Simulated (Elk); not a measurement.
# Double counting and the size of U in MnO2, part 2 of 2

Aim: see how the moments of MnO2 follow the form and size of the Hubbard term.

Elk 11.2.3 (patched build); LDA (Perdew-Wang); all-electron APW+lo, Dirac cores, scalar-relativistic bands.

So far, largest spin moment in the muffin-tin sphere (μB): step 2 (No U) 2.72; step 3 (U = 4.00 eV, J = 0.90 eV on Mn d (fully localised)) 2.82; step 4 (U = 2.00 eV, J = 0.90 eV on Mn d (fully localised)) 2.71; step 5 (U = 4.00 eV, J = 0.90 eV on Mn d (around mean field)) 2.42.

## 6. U = 2.00 eV, J = 0.90 eV on Mn d (around mean field)

Level of this step: LDA (Perdew-Wang) with U = 2.00 eV, J = 0.90 eV on Mn d (around mean field); all-electron APW+lo, Dirac cores, scalar-relativistic bands (Elk).

The same form with other values shows how far the result hangs on them.

Contents of elk.in:

```
tasks
  0
  15

xctype
  3

rgkmax
  7.0

nempty
  12

swidth
  0.003

reducebf
  0.6

epsengy
  1e-05

maxscl
  100

lmaxi
  3

spinpol
  .true.

sppath
  './'

avec
  5.39815041454 0.00000000000 0.00000000000
  -2.69907520727 4.67493539259 0.00000000000
  0.00000000000 0.00000000000 8.69533676828

atoms
  2
  'Mn.in'
  1
  0.0000000000 0.0000000000 0.5000000000   0.000000 0.000000 -0.675000
  'O.in'
  2
  0.6666666700 0.3333333300 0.2937074300   0.000000 0.000000 0.000000
  0.3333333300 0.6666666700 0.7062925700   0.000000 0.000000 0.000000

ngridk
  8 8 4

dft+u
  2 1
  1 2 0.073499 0.033074
```

The run is started by

```bash
> OMP_NUM_THREADS=2 elk
```

Numbers of over 12 decimals in the logs are rounded to 6 here.

What it wrote:

```text
Warning(gndstate): forces or DFT+U at lmaxo under 8 : 6
  [figures from our tests cut]: type lmaxo 8 and lmaxapw 10

--- INFO.OUT ---
┌─────────────────────────┐
│ Elk code version 11.2.3 │
└─────────────────────────┘

All units are atomic (Hartree, Bohr, etc.)

┌─────────────────────────────────────────────────┐
│ Ground-state run starting from atomic densities │
└─────────────────────────────────────────────────┘

Lattice vectors :
   5.398150415       0.000000000       0.000000000
  -2.699075207       4.674935393       0.000000000
[...]
total calculated charge     :    40.99824258
 total charge                :    41.00000000
 error                       :   0.1757419721E-02

Moments :
 interstitial                :   0.1798873752
 muffin-tins
  species : 1 (Mn)
   atom 1                    :    2.573514596
  species : 2 (O)
   atom 1                    :   0.1228115723
   atom 2                    :   0.1228115723
 total in muffin-tins        :    2.819137741
 total moment                :    2.999025116

┌──────────────────────────────┐
│ Self-consistent loop stopped │
└──────────────────────────────┘

Warning : forces or DFT+U at lmaxo under 8 : 6

Wrote STATE.OUT

[key lines of the parts left out:]
total energy                :     -1306.1986472663
```

Run time: 2.6 min. Hardware: 2 threads of Intel Xeon 6975P-C (Granite Rapids), shared host; peak memory 0.11 GiB.

Numbers from this step:

```
density of states at the Fermi level : 0.01053 states/eV/cell
moment between the spheres           : 0.1799 μB
magnetization                        : 2.999 μB
final state                          : ferromagnetic
largest moment                       : 2.574 μB
```

The largest spin moment is -0.14 μB from that of the first run.

## 7. A Yukawa screening of 3 1/bohr on Mn d (fully localised)

Only the screening constant of the Yukawa potential is typed; U and J both come out of the radial functions.

Changes to elk.in since step 6:

```diff
@@ -53,3 +53,3 @@
 dft+u
-  2 1
-  1 2 0.073499 0.033074
+  1 4
+  1 2 3.000000
```

The run is started by

```bash
> OMP_NUM_THREADS=2 elk
```

What it wrote:

```text
Warning(gndstate): forces or DFT+U at lmaxo under 8 : 6
  [figures from our tests cut]: type lmaxo 8 and lmaxapw 10

--- INFO.OUT ---
┌─────────────────────────┐
│ Elk code version 11.2.3 │
└─────────────────────────┘

All units are atomic (Hartree, Bohr, etc.)

┌─────────────────────────────────────────────────┐
│ Ground-state run starting from atomic densities │
└─────────────────────────────────────────────────┘

Lattice vectors :
   5.398150415       0.000000000       0.000000000
  -2.699075207       4.674935393       0.000000000
[...]
total calculated charge     :    40.99824110
 total charge                :    41.00000000
 error                       :   0.1758899361E-02

Moments :
 interstitial                :  -0.1523833750
 muffin-tins
  species : 1 (Mn)
   atom 1                    :   -2.768174180
  species : 2 (O)
   atom 1                    :  -0.3967440305E-01
   atom 2                    :  -0.3967440305E-01
 total in muffin-tins        :   -2.847522986
 total moment                :   -2.999906361

┌──────────────────────────────┐
│ Self-consistent loop stopped │
└──────────────────────────────┘

Warning : forces or DFT+U at lmaxo under 8 : 6

Wrote STATE.OUT

[key lines of the parts left out:]
total energy                :     -1306.1399900404
```

It took 2.6 min on 2 threads; peak memory 0.12 GiB.

Read from the output:

| Property | Result |
| --- | --- |
| density of states at the Fermi level | 6.34e-5 states/eV/cell |
| moment between the spheres | -0.1524 μB |
| magnetization | -3.000 μB |
| final state | ferromagnetic |
| largest moment | 2.768 μB |

The seeded moments ended reversed as a whole, which leaves the pattern as it was.

The largest spin moment is +0.05 μB from that of the first run.

FDU.OUT:

```text

   1   2 : species, l
  0.1031315548     : F^(0)
  0.2394984093     : F^(2)
  0.2123078086     : F^(4)
  0.1031315548     : U
  0.3227187270E-01 : J
   3.000000000     : screening length λ
```

In eV, for the first corrected species: U = 2.81, J = 0.88.

## 8. A faulty input

An input with a fault is tried, to see how the program answers.

Contents of elk.in:

```
tasks
  1

xctype
  3

rgkmax
  7.0

nempty
  12

swidth
  0.003

reducebf
  0.6

epsengy
  1e-05

maxscl
  60

lmaxi
  3

spinpol
  .true.

sppath
  './'

avec
  5.39815041454 0.00000000000 0.00000000000
  -2.69907520727 4.67493539259 0.00000000000
  0.00000000000 0.00000000000 8.69533676828

atoms
  2
  'Mn.in'
  1
  0.0000000000 0.0000000000 0.5000000000   0.000000 0.000000 -0.675000
  'O.in'
  2
  0.6666666700 0.3333333300 0.2937074300   0.000000 0.000000 0.000000
  0.3333333300 0.6666666700 0.7062925700   0.000000 0.000000 0.000000

ngridk
  8 8 4

dft+u
  1 4
  1 2 3.000000
```

The run is started by

```bash
> OMP_NUM_THREADS=2 elk
```

What it wrote:

```text
┌─────────────────────────────────┐
│ Elk code version 11.2.3 started │
└─────────────────────────────────┘

┌──────────────────┐
│ Current task : 1 │
└──────────────────┘
Info(checkmt): changed muffin-tin radius of species 1 (Mn) from   2.4000 to   2.0263
Info(checkmt): changed muffin-tin radius of species 2 (O) from   1.8000 to   1.5197

Info(findsymcrys): atomic basis shift (lattice) :
   0.000000000       0.000000000      0.5000000000
See GEOMETRY.OUT for new atomic positions

Error(readstate): error opening STATE.OUT
```

The job ended after 0.2 s (2 threads; peak memory 0.04 GiB).

The program refused the input before any cycle.

The program's message: “Error(readstate): error opening STATE.OUT”

The fault put into the input: a continued run without STATE.OUT.

Task 1 goes on from a saved state; a fresh run is task 0.

## 9. The forms together

```
                                            Hubbard term          state  largest spin moment (μB)  CPU time
                                                    none  ferromagnetic                     2.717   3.4 min
      U = 4.00 eV, J = 0.90 eV on Mn d (fully localised)  ferromagnetic                     2.823     6 min
      U = 2.00 eV, J = 0.90 eV on Mn d (fully localised)  ferromagnetic                     2.710   5.3 min
    U = 4.00 eV, J = 0.90 eV on Mn d (around mean field)  ferromagnetic                     2.415   4.5 min
    U = 2.00 eV, J = 0.90 eV on Mn d (around mean field)  ferromagnetic                     2.574   4.7 min
a Yukawa screening of 3 1/bohr on Mn d (fully localised)  ferromagnetic                     2.768   5.1 min
```

## 10. Outcome

| Property | Result |
| --- | --- |
| range of the spin moment | 2.42 to 2.82 μB |

**Reading.** Over the forms that converged the largest spin moment runs from 2.42 to 2.82 μB. At U = 4.00 eV, J = 0.90 eV on Mn d, around-mean-field double counting gives a moment 0.41 μB smaller, since it penalises spin polarisation. Against no U, U = 4.00 eV, J = 0.90 eV on Mn d in the fully localised form raises the moment by 0.11 μB. Total energies under different Hubbard terms can't be compared.

[Logs and program files are shortened in this print: banners, set-up blocks, solver, clock and traceback lines can be left out without a mark of their own.]

[Logs are printed without paths, hosts, clocks, repeated set-up lines and the standing remarks that a program may print on its own settings, such as how far it seeks lower states.]

[Hosts, paths, dates, database ids (printed as entryN), source tags and the programs' standing remarks are cut or masked in the printed files.]

[Where a cell is said to come from a database of computed structures, the database is the Materials Project.]
